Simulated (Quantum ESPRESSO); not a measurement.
# AlN: optical spectrum from first principles, part 2 of 3

Aim: the dielectric function of AlN, and the optical constants that follow from it.

Quantum ESPRESSO 7.5; DFT, PBE, plane waves with norm-conserving potentials (PseudoDojo), scalar-relativistic, independent-particle optical response without local fields and without the non-local commutator.

So far. Step 2 (Ground state): There is a gap, 3.51 eV on this mesh (points off the mesh can give less), so no carriers' term is needed.

**3. Ground state with the final occupations**

Level of this step: DFT, PBE, plane waves with norm-conserving potentials (PseudoDojo), scalar-relativistic, ground state (Quantum ESPRESSO).

With the gap or the metal settled, the ground state is repeated with the fitting occupations, and the later steps take its density.

scf.in

```
&control
  calculation = 'scf'
  prefix = 'x'
  outdir = './tmp'
  pseudo_dir = './'
  verbosity = 'high'
/
&system
  ibrav = 0
  nat = 2
  ntyp = 2
  ecutwfc = 90
  occupations = 'fixed'
/
&electrons
  conv_thr = 1e-09
  electron_maxstep = 100
/
ATOMIC_SPECIES
  Al 1.0 Al.upf
  N 1.0 N.upf
CELL_PARAMETERS angstrom
  0.000000000000 2.183993559600 2.183993559600
  2.183993559600 0.000000000000 2.183993559600
  2.183993559600 2.183993559600 0.000000000000
ATOMIC_POSITIONS crystal
  Al 0.000000000000 0.000000000000 0.000000000000
  N 0.250000000000 0.250000000000 0.250000000000
K_POINTS automatic
  9 9 9 0 0 0
```

Run with:

```bash
> mpirun -n 4 pw.x -nk 4 -in scf.in
```

Log:

```text
[banner, memory and clock lines left out]

     using ibrav=0 with symmetry is DISCOURAGED, use correct ibrav instead

     G-vector sticks info

     bravais-lattice index     =            0
     lattice parameter (alat)  =       5.8367  a.u.
     unit-cell volume          =     140.5985 (a.u.)^3
     number of atoms/cell      =            2
     number of atomic types    =            2
     number of electrons       =         8.00
     number of Kohn-Sham states=            4
     kinetic-energy cutoff     =      90.0000  Ry
     charge density cutoff     =     360.0000  Ry
     scf convergence threshold =      1.0E-09
     mixing beta               =       0.7000
     number of iterations used =            8  plain     mixing
     Exchange-correlation= PBE
                           (   1   4   3   4   0   0   0)

     celldm(1)=   5.836671  celldm(2)=   0.000000  celldm(3)=   0.000000
     celldm(4)=   0.000000  celldm(5)=   0.000000  celldm(6)=   0.000000

     crystal axes: (cart. coord. in units of alat)
               a(1) = (   0.000000   0.707107   0.707107 )
               a(2) = (   0.707107   0.000000   0.707107 )
               a(3) = (   0.707107   0.707107   0.000000 )

     reciprocal axes: (cart. coord. in units 2 pi/alat)
               b(1) = ( -0.707107  0.707107  0.707107 )
               b(2) = (  0.707107 -0.707107  0.707107 )
               b(3) = (  0.707107  0.707107 -0.707107 )

     ./Al.upf
     Pseudo is Norm-conserving + core correction, Zval =  3.0
     Generated using ONCVPSP code by D. R. Hamann
     Using radial grid of 1876 points,  6 beta functions with:
                l(1) =   0
                l(2) =   0
                l(3) =   1
                l(4) =   1
                l(5) =   2
                l(6) =   2

     ./N.upf
     Pseudo is Norm-conserving + core correction, Zval =  5.0
     Generated using ONCVPSP code by D. R. Hamann
     Using radial grid of 1058 points,  4 beta functions with:
                l(1) =   0
                l(2) =   0
                l(3) =   1
                l(4) =   1

     atomic species   valence    mass     pseudopotential
     Al                3.00     1.00000     Al( 1.00)
     N                 5.00     1.00000     N ( 1.00)

     24 Sym. Ops. (no inversion) found

                                    s                        frac. trans.

     [... symmetry matrices left out ...]
   Cartesian axes

     site n.     atom                  positions (alat units)
         1        Al     tau(   1) = (   0.0000000   0.0000000   0.0000000  )
         2        N      tau(   2) = (   0.3535534   0.3535534   0.3535534  )

   Crystallographic axes

     site n.     atom                  positions (cryst. coord.)
         1        Al     tau(   1) = (  0.0000000  0.0000000  0.0000000  )
         2        N      tau(   2) = (  0.2500000  0.2500000  0.2500000  )

     number of k points=    35
                       cart. coord. in units 2pi/alat
        k(    1) = (   0.0000000   0.0000000   0.0000000), wk =   0.0027435
        k(    2) = (   0.0785674   0.0785674  -0.0785674), wk =   0.0219479
        k(    3) = (   0.1571348   0.1571348  -0.1571348), wk =   0.0219479
        k(    4) = (   0.2357023   0.2357023  -0.2357023), wk =   0.0219479
        k(    5) = (   0.3142697   0.3142697  -0.3142697), wk =   0.0219479
        k(    6) = (   0.1571348   0.0000000  -0.0000000), wk =   0.0164609
        k(    7) = (   0.2357023   0.0785674  -0.0785674), wk =   0.0658436
        k(    8) = (   0.3142697   0.1571348  -0.1571348), wk =   0.0658436
        k(    9) = (   0.3928371   0.2357023  -0.2357023), wk =   0.0658436
        k(   10) = (  -0.2357023  -0.3928371   0.3928371), wk =   0.0658436
        k(   11) = (  -0.1571348  -0.3142697   0.3142697), wk =   0.0658436
        k(   12) = (  -0.0785674  -0.2357023   0.2357023), wk =   0.0658436
        k(   13) = (  -0.0000000  -0.1571348   0.1571348), wk =   0.0329218
        k(   14) = (   0.3142697   0.0000000  -0.0000000), wk =   0.0164609
        k(   15) = (   0.3928371   0.0785674  -0.0785674), wk =   0.0658436
        k(   16) = (   0.4714045   0.1571348  -0.1571348), wk =   0.0658436
[...]
cryst. coord.
[...]
k(   28) = (   0.1111111   0.2222222  -0.4444444), wk =   0.1316872
        k(   29) = (   0.1111111   0.3333333   0.4444444), wk =   0.0658436
        k(   30) = (   0.1111111   0.3333333  -0.4444444), wk =   0.1316872
        k(   31) = (   0.1111111   0.3333333  -0.3333333), wk =   0.1316872
        k(   32) = (   0.1111111   0.3333333  -0.2222222), wk =   0.0658436
        k(   33) = (   0.1111111   0.4444444  -0.4444444), wk =   0.0658436
        k(   34) = (   0.1111111   0.4444444  -0.3333333), wk =   0.0658436
        k(   35) = (   0.2222222   0.4444444  -0.3333333), wk =   0.0658436

     Dense  grid:    16361 G-vectors     FFT dimensions: (  36,  36,  36)

     Initial potential from superposition of free atoms

     starting charge       7.9975, renormalised to       8.0000
     Starting wfcs are    8 randomized atomic wfcs

     Self-consistent Calculation

     iteration #  1     ecut=    90.00 Ry     beta= 0.70
     Davidson diagonalization with overlap

            44 MiB given to the printing process from OS
            14 MiB allocation reported by mallinfo(arena+hblkhd)
------------------
     ethr =  1.00E-02,  avg # of iterations =  2.0

     total energy              =     -25.32679396 Ry
     estimated scf accuracy    <       0.60836683 Ry

     iteration #  2     ecut=    90.00 Ry     beta= 0.70
     Davidson diagonalization with overlap

            51 MiB given to the printing process from OS
            19 MiB allocation reported by mallinfo(arena+hblkhd)
------------------
     ethr =  7.60E-03,  avg # of iterations =  2.0

     total energy              =     -25.53367717 Ry
     estimated scf accuracy    <       0.35792811 Ry

     iteration #  3     ecut=    90.00 Ry     beta= 0.70
     Davidson diagonalization with overlap

            51 MiB given to the printing process from OS
            19 MiB allocation reported by mallinfo(arena+hblkhd)
------------------
     ethr =  4.47E-03,  avg # of iterations =  2.0

     total energy              =     -25.57173711 Ry
     estimated scf accuracy    <       0.01441300 Ry

     iteration #  4     ecut=    90.00 Ry     beta= 0.70
     Davidson diagonalization with overlap

            52 MiB given to the printing process from OS
            20 MiB allocation reported by mallinfo(arena+hblkhd)
------------------
     ethr =  1.80E-04,  avg # of iterations =  3.7

[...]
------------------
     ethr =  2.95E-07,  avg # of iterations =  2.0

     total energy              =     -25.58525218 Ry
     estimated scf accuracy    <       0.00000027 Ry

     iteration # 12     ecut=    90.00 Ry     beta= 0.70
     Davidson diagonalization with overlap

            55 MiB given to the printing process from OS
            23 MiB allocation reported by mallinfo(arena+hblkhd)
------------------
     ethr =  3.41E-09,  avg # of iterations =  4.8

     total energy              =     -25.58525244 Ry
     estimated scf accuracy    <       0.00000093 Ry

     iteration # 13     ecut=    90.00 Ry     beta= 0.70
     Davidson diagonalization with overlap

            55 MiB given to the printing process from OS
            23 MiB allocation reported by mallinfo(arena+hblkhd)
------------------
     ethr =  3.41E-09,  avg # of iterations =  1.0

     total energy              =     -25.58525249 Ry
     estimated scf accuracy    <       0.00000070 Ry

     iteration # 14     ecut=    90.00 Ry     beta= 0.70
     Davidson diagonalization with overlap

            55 MiB given to the printing process from OS
            23 MiB allocation reported by mallinfo(arena+hblkhd)
------------------
     ethr =  3.41E-09,  avg # of iterations =  1.0

     total energy              =     -25.58525276 Ry
     estimated scf accuracy    <       0.00000079 Ry

     iteration # 15     ecut=    90.00 Ry     beta= 0.70
     Davidson diagonalization with overlap

            55 MiB given to the printing process from OS
            23 MiB allocation reported by mallinfo(arena+hblkhd)
------------------
     ethr =  3.41E-09,  avg # of iterations =  2.0

     total energy              =     -25.58525140 Ry
     estimated scf accuracy    <       0.00000179 Ry

     iteration # 16     ecut=    90.00 Ry     beta= 0.70
     Davidson diagonalization with overlap

            55 MiB given to the printing process from OS
            23 MiB allocation reported by mallinfo(arena+hblkhd)
------------------
     ethr =  3.41E-09,  avg # of iterations =  4.1

     total energy              =     -25.58525235 Ry
     estimated scf accuracy    <       0.00000235 Ry

     iteration # 17     ecut=    90.00 Ry     beta= 0.70
     Davidson diagonalization with overlap

            55 MiB given to the printing process from OS
            23 MiB allocation reported by mallinfo(arena+hblkhd)
------------------
     ethr =  3.41E-09,  avg # of iterations =  2.0

     total energy              =     -25.58525221 Ry
     estimated scf accuracy    <       0.00000076 Ry

     iteration # 18     ecut=    90.00 Ry     beta= 0.70
     Davidson diagonalization with overlap

            55 MiB given to the printing process from OS
            23 MiB allocation reported by mallinfo(arena+hblkhd)
------------------
     ethr =  3.41E-09,  avg # of iterations =  2.0

     total energy              =     -25.58525228 Ry
     estimated scf accuracy    <       0.00000015 Ry

     iteration # 19     ecut=    90.00 Ry     beta= 0.70
     Davidson diagonalization with overlap

            55 MiB given to the printing process from OS
            23 MiB allocation reported by mallinfo(arena+hblkhd)
------------------
     ethr =  1.85E-09,  avg # of iterations =  1.0

     total energy              =     -25.58525224 Ry
     estimated scf accuracy    <       0.00000014 Ry

     iteration # 20     ecut=    90.00 Ry     beta= 0.70
     Davidson diagonalization with overlap

            55 MiB given to the printing process from OS
            23 MiB allocation reported by mallinfo(arena+hblkhd)
------------------
     ethr =  1.80E-09,  avg # of iterations =  1.3

     total energy              =     -25.58525223 Ry
     estimated scf accuracy    <       0.00000003 Ry

     iteration # 21     ecut=    90.00 Ry     beta= 0.70
     Davidson diagonalization with overlap

            55 MiB given to the printing process from OS
            23 MiB allocation reported by mallinfo(arena+hblkhd)
------------------
     ethr =  3.31E-10,  avg # of iterations =  3.2

     total energy              =     -25.58525225 Ry
     estimated scf accuracy    <          1.2E-09 Ry

     iteration # 22     ecut=    90.00 Ry     beta= 0.70
     Davidson diagonalization with overlap

            55 MiB given to the printing process from OS
            23 MiB allocation reported by mallinfo(arena+hblkhd)
------------------
     ethr =  1.51E-11,  avg # of iterations =  4.7

     total energy              =     -25.58525225 Ry
     estimated scf accuracy    <          9.2E-09 Ry

     iteration # 23     ecut=    90.00 Ry     beta= 0.70
     Davidson diagonalization with overlap

            55 MiB given to the printing process from OS
            23 MiB allocation reported by mallinfo(arena+hblkhd)
------------------
     ethr =  1.51E-11,  avg # of iterations =  2.0

     total energy              =     -25.58525225 Ry
     estimated scf accuracy    <          4.3E-09 Ry

     iteration # 24     ecut=    90.00 Ry     beta= 0.70
     Davidson diagonalization with overlap

            55 MiB given to the printing process from OS
            23 MiB allocation reported by mallinfo(arena+hblkhd)
------------------
     ethr =  1.51E-11,  avg # of iterations =  2.0

     total energy              =     -25.58525224 Ry
     estimated scf accuracy    <       0.00000001 Ry

     iteration # 25     ecut=    90.00 Ry     beta= 0.70
     Davidson diagonalization with overlap

            55 MiB given to the printing process from OS
            23 MiB allocation reported by mallinfo(arena+hblkhd)
------------------
     ethr =  1.51E-11,  avg # of iterations =  2.3

     total energy              =     -25.58525224 Ry
     estimated scf accuracy    <          1.3E-09 Ry

     iteration # 26     ecut=    90.00 Ry     beta= 0.70
     Davidson diagonalization with overlap

            55 MiB given to the printing process from OS
            23 MiB allocation reported by mallinfo(arena+hblkhd)
------------------
     ethr =  1.51E-11,  avg # of iterations =  2.7

     End of self-consistent calculation

          k = 0.0000 0.0000 0.0000 (  2085 PWs)   bands (ev):

    -8.0102   6.9568   6.9568   6.9568

     occupation numbers
     1.0000   1.0000   1.0000   1.0000

          k = 0.0786 0.0786-0.0786 (  2028 PWs)   bands (ev):

    -7.8301   5.9877   6.8937   6.8937

     occupation numbers
     1.0000   1.0000   1.0000   1.0000

          k = 0.1571 0.1571-0.1571 (  2018 PWs)   bands (ev):

    -7.3245   4.1657   6.7430   6.7430

     occupation numbers
     1.0000   1.0000   1.0000   1.0000

          k = 0.2357 0.2357-0.2357 (  2030 PWs)   bands (ev):

    -6.6260   2.4092   6.5853   6.5853

     occupation numbers
     1.0000   1.0000   1.0000   1.0000

          k = 0.3143 0.3143-0.3143 (  2033 PWs)   bands (ev):

    -6.0504   1.2645   6.4893   6.4893

     occupation numbers
     1.0000   1.0000   1.0000   1.0000

          k = 0.1571 0.0000-0.0000 (  2029 PWs)   bands (ev):

    -7.7703   6.0170   6.7062   6.7062

     occupation numbers
     1.0000   1.0000   1.0000   1.0000

          k = 0.2357 0.0786-0.0786 (  2015 PWs)   bands (ev):

    -7.3734   4.6746   6.4693   6.5701

     occupation numbers
     1.0000   1.0000   1.0000   1.0000

          k = 0.3143 0.1571-0.1571 (  2026 PWs)   bands (ev):

    -6.7338   3.0117   6.2970   6.3332

     occupation numbers
     1.0000   1.0000   1.0000   1.0000

     [... further k points left out ...]

     highest occupied level (ev):     6.9568

!    total energy              =     -25.58525224 Ry
     estimated scf accuracy    <          1.2E-10 Ry

     The total energy is the sum of the following terms:
     one-electron contribution =      -0.92947582 Ry
     hartree contribution      =       5.64211342 Ry
     xc contribution           =      -8.49793063 Ry
     ewald contribution        =     -21.79995921 Ry

     convergence has been achieved in  26 iterations

     XML data file, charge density, pseudopotentials, collected wavefunctions

                                        0.00s GPU  (     813 calls)
```

It took 4.3 s on 4 MPI ranks of Arm Neoverse V2, shared host; peak memory 0.05 GiB.

**4. Bands on the whole mesh, 14×14×14**

The response needs many more empty bands than the density does.

This step: DFT, PBE, plane waves with norm-conserving potentials (PseudoDojo), scalar-relativistic, bands at fixed density (Quantum ESPRESSO 7.5).

nscf.in, as its differences from scf.in of step 3:

```diff
@@ -1,3 +1,3 @@
 &control
-  calculation = 'scf'
+  calculation = 'nscf'
   prefix = 'x'
@@ -5,3 +5,2 @@
   pseudo_dir = './'
-  verbosity = 'high'
 /
@@ -13,2 +12,5 @@
   occupations = 'fixed'
+  nbnd = 15
+  nosym = .true.
+  noinv = .true.
 /
@@ -17,2 +19,3 @@
   electron_maxstep = 100
+  diago_full_acc = .true.
 /
@@ -29,2 +32,2 @@
 K_POINTS automatic
-  9 9 9 0 0 0
+  14 14 14 0 0 0
```

Run with:

```bash
> mpirun -n 4 pw.x -nk 4 -in nscf.in
```

Log:

```text
[banner, memory and clock lines left out]

     Atomic positions and unit cell read from directory:

     G-vector sticks info

     bravais-lattice index     =            0
     lattice parameter (alat)  =       5.8367  a.u.
     unit-cell volume          =     140.5985 (a.u.)^3
     number of atoms/cell      =            2
     number of atomic types    =            2
     number of electrons       =         8.00
     number of Kohn-Sham states=           15
     kinetic-energy cutoff     =      90.0000  Ry
     charge density cutoff     =     360.0000  Ry
     Exchange-correlation= PBE
                           (   1   4   3   4   0   0   0)

     celldm(1)=   5.836671  celldm(2)=   0.000000  celldm(3)=   0.000000
     celldm(4)=   0.000000  celldm(5)=   0.000000  celldm(6)=   0.000000

     crystal axes: (cart. coord. in units of alat)
               a(1) = (   0.000000   0.707107   0.707107 )
               a(2) = (   0.707107   0.000000   0.707107 )
               a(3) = (   0.707107   0.707107   0.000000 )

     reciprocal axes: (cart. coord. in units 2 pi/alat)
               b(1) = ( -0.707107  0.707107  0.707107 )
               b(2) = (  0.707107 -0.707107  0.707107 )
               b(3) = (  0.707107  0.707107 -0.707107 )

     ./Al.upf
     Pseudo is Norm-conserving + core correction, Zval =  3.0
     Generated using ONCVPSP code by D. R. Hamann
     Using radial grid of 1876 points,  6 beta functions with:
                l(1) =   0
                l(2) =   0
                l(3) =   1
                l(4) =   1
                l(5) =   2
                l(6) =   2

     ./N.upf
     Pseudo is Norm-conserving + core correction, Zval =  5.0
     Generated using ONCVPSP code by D. R. Hamann
     Using radial grid of 1058 points,  4 beta functions with:
                l(1) =   0
                l(2) =   0
                l(3) =   1
                l(4) =   1

     atomic species   valence    mass     pseudopotential
     Al                3.00     1.00000     Al( 1.00)
     N                 5.00     1.00000     N ( 1.00)

     No symmetry found

   Cartesian axes

     site n.     atom                  positions (alat units)
         1        Al     tau(   1) = (   0.0000000   0.0000000   0.0000000  )
         2        N      tau(   2) = (   0.3535534   0.3535534   0.3535534  )

     number of k points=  2744

     Number of k-points >= 100: set verbosity='high' to print them.

     Dense  grid:    16361 G-vectors     FFT dimensions: (  36,  36,  36)

     The potential is recalculated from file :

     Starting wfcs are    8 randomized atomic wfcs +    7 random wfcs

     Band Structure Calculation
     Davidson diagonalization with overlap

     ethr =  1.25E-11,  avg # of iterations = 38.1

     End of band structure calculation

     Number of k-points >= 100: set verbosity='high' to print the bands.

     highest occupied, lowest unoccupied level (ev):     6.9569   10.2813

     XML data file, pseudopotentials, collected wavefunctions

                                        0.00s GPU  (   27414 calls)

[... left out ...]
ulation
     Davidson diagonalization with overlap

     ethr =  1.25E-11,  avg # of iterations = 38.1

     End of band structure calculation

     Number of k-points >= 100: set verbosity='high' to print the bands.

     highest occupied, lowest unoccupied level (ev):     6.9569   10.2813

     XML data file, pseudopotentials, collected wavefunctions

                                        0.00s GPU  (   27414 calls)
```

It took 3.6 min on 4 MPI ranks; peak memory 0.05 GiB.

[end of part 2 of 3]

[Machine, clock, banner and «Message from routine» lines are left out of the logs.]

[Logs are printed without paths, hosts, clocks, repeated set-up lines and the standing remarks that a program may print on its own settings, such as how far it seeks lower states.]

[Hosts, paths, dates, database ids (printed as entryN), source tags and the programs' standing remarks are cut or masked in the printed files.]
